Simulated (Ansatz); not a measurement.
# Work function of Ru(0001): what the settings cost and change, part 2 of 2

Aim: the numerical settings behind the work function of Ru(0001), with the cost of each.

Ansatz 0.2.0; plane-wave DFT, PBE, Ansatz PAW.

So far. Step 6 (Slab): The work function is 4.668 eV, -0.399 eV from the run “cutoff 420 eV”, at 0.091 times its CPU time. Step 7 (Run): The work function is 5.031 eV, -0.036 eV from the run “cutoff 420 eV”, at 0.19 times its CPU time.

### Step 8. Slab

The input, input.yaml:

```yaml
crystal:
  lattice:
    - [2.7, 0.0, 0.0]
    - [1.35, 2.3382685902, 0.0]
    - [0.0, 0.0, 30.8304]
  atoms:
    - { symbol: Ru, position: [0.0, 0.0, 0.2919196637] }
    - { symbol: Ru, position: [0.6666666667, 0.6666666667, 0.3612797758] }
    - { symbol: Ru, position: [0.0, 0.0, 0.4306398879] }
    - { symbol: Ru, position: [0.6666666667, 0.6666666667, 0.5] }
    - { symbol: Ru, position: [0.0, 0.0, 0.5693601121] }
    - { symbol: Ru, position: [0.6666666667, 0.6666666667, 0.6387202242] }
    - { symbol: Ru, position: [0.0, 0.0, 0.7080803363] }
kpoints:
  mp_grid: { grid: [11, 11, 1] }
hamiltonian:
  xc: pbe
scf:
  occupations: { method: fermi_dirac, width: 0.1 }
  convergence: { dr2_threshold: 1.0e-09 }
efield:
  axis: 3
  dipole_correction: true
  ramp_position: 0.97
  ramp_width: 0.06
output:
  write_potential: true
  write_density: true
  volumetric_format: npy
```

On the command line:

```bash
> ansatz run input.yaml --threads 2 --pin off --max-ram 3072MiB --backend cpu --events-out ev --progress --plain --runs-dir out
```

Output:

```text
[...]
Crystal: 7 atoms, lattice volume = 194.642 Å³
Basis set: ecut = 420 eV, 3841 PW (Γ)
Bands: 68, of which v1, the nominal top of the filled ones, is band 56 counted from 1 (55 counted from 0)
Symmetry: 6 space group operations
k-points: 16 of 121 (time reversal used)
[...]
k-point 0: bands = [... 52 lower, 7.0259, 7.2734, 7.7992, 7.7992, 8.3392, 8.3392, 8.4980, 8.9720, ... 8 higher]
  k-point 1: bands = [... 52 lower, 7.2455, 7.2500, 7.5614, 7.7033, 8.0328, 8.1851, 8.2605, 8.6305, ... 8 higher]
  k-point 2: bands = [... 52 lower, 7.3568, 7.4610, 7.5318, 7.7789, 7.8395, 7.9783, 8.2378, 8.3128, ... 8 higher]
  k-point 15: bands = [... 52 lower, 7.8575, 8.3934, 9.2303, 9.5581, 9.5624, 9.8653, 10.0290, 10.0671, ... 8 higher]
[key lines of the parts left out:]
SCF converged after 10 iterations
Free energy (F): -41148.791254 eV
Fermi energy:    8.921209 eV
Dipole field:    D = -0.000002 V/Å  (p = -0.000002 e·Å, saw-weighted, corrected)
Work function:   Φ+ = 5.0922 eV   Φ− = 5.0921 eV
```

It took 27 s on 2 threads of Arm Neoverse N1, shared host; peak memory 0.53 GiB.

The work function is 5.092 eV, +0.026 eV from the run “cutoff 420 eV”, at 0.48 times its CPU time.

### Step 9. Slab

Changes to input.yaml since step 8:

```diff
@@ -14,3 +14,3 @@
 kpoints:
-  mp_grid: { grid: [11, 11, 1] }
+  mp_grid: { grid: [26, 26, 1] }
 hamiltonian:
```

Output:

```text
[...]
Crystal: 7 atoms, lattice volume = 194.642 Å³
Basis set: ecut = 420 eV, 3841 PW (Γ)
Bands: 68, of which v1, the nominal top of the filled ones, is band 56 counted from 1 (55 counted from 0)
Symmetry: 6 space group operations
k-points: 70 of 676 (time reversal used)
[...]
k-point 0: bands = [... 52 lower, 7.0281, 7.2755, 7.7982, 7.7982, 8.3402, 8.3402, 8.5005, 8.9750, ... 8 higher]
  k-point 1: bands = [... 52 lower, 7.0679, 7.2876, 7.7643, 7.7754, 8.3230, 8.3261, 8.3712, 8.9609, ... 8 higher]
  k-point 2: bands = [... 52 lower, 7.1853, 7.2741, 7.6388, 7.7218, 8.1199, 8.2498, 8.2798, 8.7841, ... 8 higher]
  k-point 69: bands = [... 52 lower, 7.8242, 8.3544, 9.2068, 9.5553, 9.5600, 9.9182, 10.0216, 10.0585, ... 8 higher]
[key lines of the parts left out:]
SCF converged after 10 iterations
Free energy (F): -41148.802224 eV
Fermi energy:    8.939710 eV
Dipole field:    D = -0.000001 V/Å  (p = -0.000001 e·Å, saw-weighted, corrected)
Work function:   Φ+ = 5.0710 eV   Φ− = 5.0710 eV
```

Run time: 1.9 min. Hardware: 2 threads; peak memory 1.1 GiB; 3.7 min of CPU time.

The work function is 5.071 eV, +0.004 eV from the run “cutoff 420 eV”, at 2.1 times its CPU time.

### Step 10. Run

Changes to input.yaml since step 9:

```diff
@@ -14,3 +14,3 @@
 kpoints:
-  mp_grid: { grid: [26, 26, 1] }
+  mp_grid: { grid: [17, 17, 1] }
 hamiltonian:
@@ -18,3 +18,3 @@
 scf:
-  occupations: { method: fermi_dirac, width: 0.1 }
+  occupations: { method: gaussian, width: 0.05 }
   convergence: { dr2_threshold: 1.0e-09 }
```

Output:

```text
[...]
Crystal: 7 atoms, lattice volume = 194.642 Å³
Basis set: ecut = 420 eV, 3841 PW (Γ)
Bands: 68, of which v1, the nominal top of the filled ones, is band 56 counted from 1 (55 counted from 0)
Symmetry: 6 space group operations
k-points: 33 of 289 (time reversal used)
[...]
k-point 0: bands = [... 52 lower, 7.0377, 7.2809, 7.8086, 7.8086, 8.3481, 8.3481, 8.5058, 8.9824, ... 8 higher]
  k-point 1: bands = [... 52 lower, 7.1305, 7.2937, 7.7224, 7.7587, 8.2477, 8.3067, 8.3100, 8.9505, ... 8 higher]
  k-point 2: bands = [... 52 lower, 7.2024, 7.3944, 7.3983, 7.7062, 7.8898, 8.0288, 8.2435, 8.4133, ... 8 higher]
  k-point 32: bands = [... 52 lower, 7.8371, 8.3734, 9.2203, 9.5593, 9.5608, 9.8991, 10.0333, 10.0618, ... 8 higher]
[key lines of the parts left out:]
SCF converged after 10 iterations
Free energy (F): -41148.665646 eV
Fermi energy:    8.943120 eV
Dipole field:    D = -0.000008 V/Å  (p = -0.000008 e·Å, saw-weighted, corrected)
Work function:   Φ+ = 5.0567 eV   Φ− = 5.0565 eV
```

Elapsed: 52 s, on 2 threads; peak memory 0.71 GiB; 1.7 min of CPU time.

The work function is 5.057 eV, -0.010 eV from the run “cutoff 420 eV”, at 0.95 times its CPU time.

### Step 11. Run

Changes to input.yaml since step 10:

```diff
@@ -18,3 +18,3 @@
 scf:
-  occupations: { method: gaussian, width: 0.05 }
+  occupations: { method: methfessel_paxton, width: 0.2 }
   convergence: { dr2_threshold: 1.0e-09 }
```

Output:

```text
[...]
Crystal: 7 atoms, lattice volume = 194.642 Å³
Basis set: ecut = 420 eV, 3841 PW (Γ)
Bands: 68, of which v1, the nominal top of the filled ones, is band 56 counted from 1 (55 counted from 0)
Symmetry: 6 space group operations
k-points: 33 of 289 (time reversal used)
[...]
k-point 0: bands = [... 52 lower, 7.0279, 7.2755, 7.7978, 7.7978, 8.3392, 8.3392, 8.5006, 8.9738, ... 8 higher]
  k-point 1: bands = [... 52 lower, 7.1206, 7.2873, 7.7120, 7.7481, 8.2407, 8.2981, 8.3011, 8.9419, ... 8 higher]
  k-point 2: bands = [... 52 lower, 7.1941, 7.3851, 7.3878, 7.6964, 7.8820, 8.0229, 8.2346, 8.4071, ... 8 higher]
  k-point 32: bands = [... 52 lower, 7.8283, 8.3645, 9.2120, 9.5546, 9.5563, 9.8872, 10.0229, 10.0518, ... 8 higher]
[key lines of the parts left out:]
SCF converged after 10 iterations
Free energy (F): -41148.670356 eV
Fermi energy:    8.936499 eV
Dipole field:    D = -0.000001 V/Å  (p = -0.000001 e·Å, saw-weighted, corrected)
Work function:   Φ+ = 5.0722 eV   Φ− = 5.0722 eV
```

Elapsed: 58 s, on 2 threads; peak memory 0.71 GiB.

The work function is 5.072 eV, +0.005 eV from the run “cutoff 420 eV”, at 1.0 times its CPU time.

### Step 12. Run

Changes to input.yaml since step 11:

```diff
@@ -18,3 +18,3 @@
 scf:
-  occupations: { method: methfessel_paxton, width: 0.2 }
+  occupations: { method: fermi_dirac, width: 0.3 }
   convergence: { dr2_threshold: 1.0e-09 }
```

Output:

```text
band count auto-derived: 74 (N_el = 112.0; filled up to band 56; 68 by the electrons, moments and atoms)
[...]
Crystal: 7 atoms, lattice volume = 194.642 Å³
Basis set: ecut = 420 eV, 3841 PW (Γ)
Bands: 74, of which v1, the nominal top of the filled ones, is band 56 counted from 1 (55 counted from 0)
Symmetry: 6 space group operations
[...]
k-point 0: bands = [... 52 lower, 7.0517, 7.2921, 7.8261, 7.8261, 8.3758, 8.3758, 8.5088, 9.0060, ... 14 higher]
  k-point 1: bands = [... 52 lower, 7.1446, 7.3064, 7.7396, 7.7756, 8.2557, 8.3320, 8.3369, 8.9739, ... 14 higher]
  k-point 2: bands = [... 52 lower, 7.2163, 7.4105, 7.4126, 7.7200, 7.9038, 8.0467, 8.2674, 8.4287, ... 14 higher]
  k-point 32: bands = [... 52 lower, 7.8657, 8.3945, 9.2490, 9.5932, 9.5950, 9.9171, 10.0568, 10.0881, ... 14 higher]
[key lines of the parts left out:]
SCF converged after 10 iterations
Free energy (F): -41149.792437 eV
Fermi energy:    8.959184 eV
Dipole field:    D = -0.000001 V/Å  (p = -0.000001 e·Å, saw-weighted, corrected)
Work function:   Φ+ = 5.0404 eV   Φ− = 5.0403 eV
```

Elapsed: 62 s, on 2 threads; peak memory 0.76 GiB.

The work function is 5.040 eV, -0.026 eV from the run “cutoff 420 eV”, at 1.1 times its CPU time.

### Step 13. Run

Changes to input.yaml since step 12:

```diff
@@ -18,3 +18,3 @@
 scf:
-  occupations: { method: fermi_dirac, width: 0.3 }
+  occupations: { method: cold, width: 0.1 }
   convergence: { dr2_threshold: 1.0e-09 }
```

Output:

```text
[...]
Crystal: 7 atoms, lattice volume = 194.642 Å³
Basis set: ecut = 420 eV, 3841 PW (Γ)
Bands: 68, of which v1, the nominal top of the filled ones, is band 56 counted from 1 (55 counted from 0)
Symmetry: 6 space group operations
k-points: 33 of 289 (time reversal used)
[...]
k-point 0: bands = [... 52 lower, 7.0307, 7.2773, 7.8025, 7.8025, 8.3428, 8.3428, 8.5023, 8.9770, ... 8 higher]
  k-point 1: bands = [... 52 lower, 7.1235, 7.2893, 7.7164, 7.7526, 8.2434, 8.3014, 8.3046, 8.9450, ... 8 higher]
  k-point 2: bands = [... 52 lower, 7.1970, 7.3884, 7.3912, 7.6997, 7.8849, 8.0243, 8.2378, 8.4090, ... 8 higher]
  k-point 32: bands = [... 52 lower, 7.8315, 8.3677, 9.2152, 9.5553, 9.5569, 9.8929, 10.0276, 10.0564, ... 8 higher]
[key lines of the parts left out:]
SCF converged after 10 iterations
Free energy (F): -41148.662437 eV
Fermi energy:    8.944220 eV
Dipole field:    D = -0.000004 V/Å  (p = -0.000004 e·Å, saw-weighted, corrected)
Work function:   Φ+ = 5.0615 eV   Φ− = 5.0614 eV
```

Wall time 52 s (2 threads); peak memory 0.71 GiB.

The work function is 5.062 eV, -0.005 eV from the run “cutoff 420 eV”, at 0.96 times its CPU time.

### Step 14. Comparing the runs

Times are for 2 threads of Arm Neoverse N1, shared host. The series side by side:

| no. | setting | work function, upper face (eV) | time | memory (GiB) |
| --- | --- | --- | --- | --- |
| 1 | cutoff 200 eV | 5.689 | 26 s | 0.41 |
| 2 | cutoff 300 eV | 5.075 | 42 s | 0.52 |
| 3 | cutoff 420 eV | 5.067 | 58 s | 0.71 |
| 4 | cutoff 600 eV | 5.066 | 92 s | 1.0 |
| 5 | mesh 3x3 | 4.668 | 5.4 s | 0.41 |
| 6 | mesh 6x6 | 5.031 | 11 s | 0.46 |
| 7 | mesh 11x11 | 5.092 | 27 s | 0.53 |
| 8 | mesh 26x26 | 5.071 | 1.9 min | 1.1 |
| 9 | Gaussian smearing 0.05 eV | 5.057 | 52 s | 0.71 |
| 10 | methfessel_paxton smearing 0.2 eV | 5.072 | 58 s | 0.71 |
| 11 | fermi_dirac smearing 0.3 eV | 5.040 | 62 s | 0.76 |
| 12 | cold smearing 0.1 eV | 5.062 | 52 s | 0.71 |

### Step 15. The same run with other settings

An input spoilt on purpose, to show how the run answers: it repeats the earlier run “cutoff 200 eV” with efield.amplitude to 5.0, and scf.max_iter set to 50; its output block differs too.

Changes to input.yaml since step 13:

```diff
@@ -18,4 +18,5 @@
 scf:
-  occupations: { method: cold, width: 0.1 }
+  occupations: { method: fermi_dirac, width: 0.1 }
   convergence: { dr2_threshold: 1.0e-09 }
+  max_iter: 50
 efield:
@@ -25,2 +26,5 @@
   ramp_width: 0.06
+  amplitude: 5.0
+basis:
+  ecutwfc: "200 eV"
 output:
```

Output:

```text
[...]
Crystal: 7 atoms, lattice volume = 194.642 Å³
Basis set: ecut = 200 eV, 1241 PW (Γ)
Bands: 68, of which v1, the nominal top of the filled ones, is band 56 counted from 1 (55 counted from 0)
Symmetry: 6 space group operations
k-points: 33 of 289 (time reversal used)
[...]
SCF iter   1: F=—  HF=-41107.186766 eV  |F-HF|=—  |Δ(HF+E_count)|=         —  Δρ=1.68e-1  dr2=2.76e2  ethr=3.10e-3  p=2.878 e·Å  D=2.68e0 V/Å  ΔV_dip=-82.50 eV  dr2_dipole=1.47e1  V_vac-E_F(+/−)=36.34/0.94 eV  ⟨swp⟩=12.0  Hψ=14248  notcnv=0  defer=3
[...]
SCF iter  15: F=-41087.957749 eV  HF=-41087.957749 eV  |F-HF|=9.17e-10  |Δ(HF+E_count)|=  1.60e-10  Δρ=3.21e-7  dr2=9.78e-10  ethr=1.00e-12  p=2.834 e·Å  D=2.63e0 V/Å  ΔV_dip=-81.22 eV  dr2_dipole=6.77e-12  V_vac-E_F(+/−)=35.22/-0.65 eV  ⟨swp⟩=10.2  Hψ=7751  notcnv=0
[...]
SCF 1 converged in 15 iterations: F = -41087.957749 eV  dr2 = 9.78e-10
[...]
SCF converged after 15 iterations
Free energy (F): -41087.957749 eV
[...]
Internal energy: -41087.665940 eV  (E = F + TS)
E sigma→0 (E₀):  -41087.811845 eV
Entropy (-TS):   -0.291810 eV (-41.687 meV/atom)
Fermi energy:    7.892648 eV
Dipole field:    D = 2.634299 V/Å  (p = 2.833614 e·Å, saw-weighted, corrected)
Work function:   not extracted (applied field tilts the vacuum); planar V_es + V_field profile in the machine report
[...]
--- Band table (eV; the first three rows and the last of 33) ---
  k-point 0: bands = [... 52 lower, 6.6965, 6.6965, 7.1794, 7.1794, 7.3477, 7.5447, 7.5447, 8.1149, ... 8 higher]
  k-point 1: bands = [... 52 lower, 6.3998, 6.4035, 6.9824, 7.0220, 7.1703, 7.4720, 7.5513, 7.8518, ... 8 higher]
  k-point 2: bands = [... 52 lower, 6.4761, 6.5358, 6.6321, 6.7738, 6.8940, 7.1652, 7.3853, 7.4207, ... 8 higher]
  k-point 32: bands = [... 52 lower, 6.8831, 7.3741, 8.0911, 8.3073, 8.4027, 8.6660, 8.6969, 8.7209, ... 8 higher]
```

It took 36 s on 2 threads; peak memory 0.39 GiB; 71 s of CPU time.

The fault (a field far too strong) makes this run a check alone; its numbers are not taken further.

### Step 16. Outcome

| Item | Value |
| --- | --- |
| work function, cutoff 200 eV | 5.689 eV |
| work function, cutoff 420 eV | 5.067 eV |
| work function, cutoff 600 eV | 5.066 eV |
| work function, mesh 3x3 | 4.668 eV |

In words: The run at the highest cutoff gives 5.07 eV, and the settings tried spread the value from 4.67 to 5.69 eV. Against 600 eV, a cutoff of 200 eV is off by +0.623 eV. Against 600 eV, a cutoff of 420 eV is off by +0.000 eV. Against the finest mesh, 26 points along a, the coarser ones are off by -0.40 (3), -0.04 (6) and +0.02 (11) eV. The smearing schemes and widths spread it over 0.03 eV. The program marks the value as in doubt in “cutoff 200 eV”. The ladder's slabs use the tabulated experimental lattice constant (two decimals; a low-temperature value for the alkali metals). In 1 run of the series (cutoff 200 eV) the program warns that electrons reach the sawtooth's ramp, which makes dipole and work function less sure.

[Long decimals in the printed logs are rounded to 6 places.]

[Logs are printed without paths, hosts, clocks, repeated set-up lines and the standing remarks that a program may print on its own settings, such as how far it seeks lower states.]

[Hosts, paths, dates, database ids (printed as entryN), source tags and the programs' standing remarks are cut or masked in the printed files.]

[Maps of the electrostatic potential energy from Ansatz leave out the sawtooth potential of an applied field or a dipole correction, so their vacuum need not be flat; planar profiles and work functions include it.]
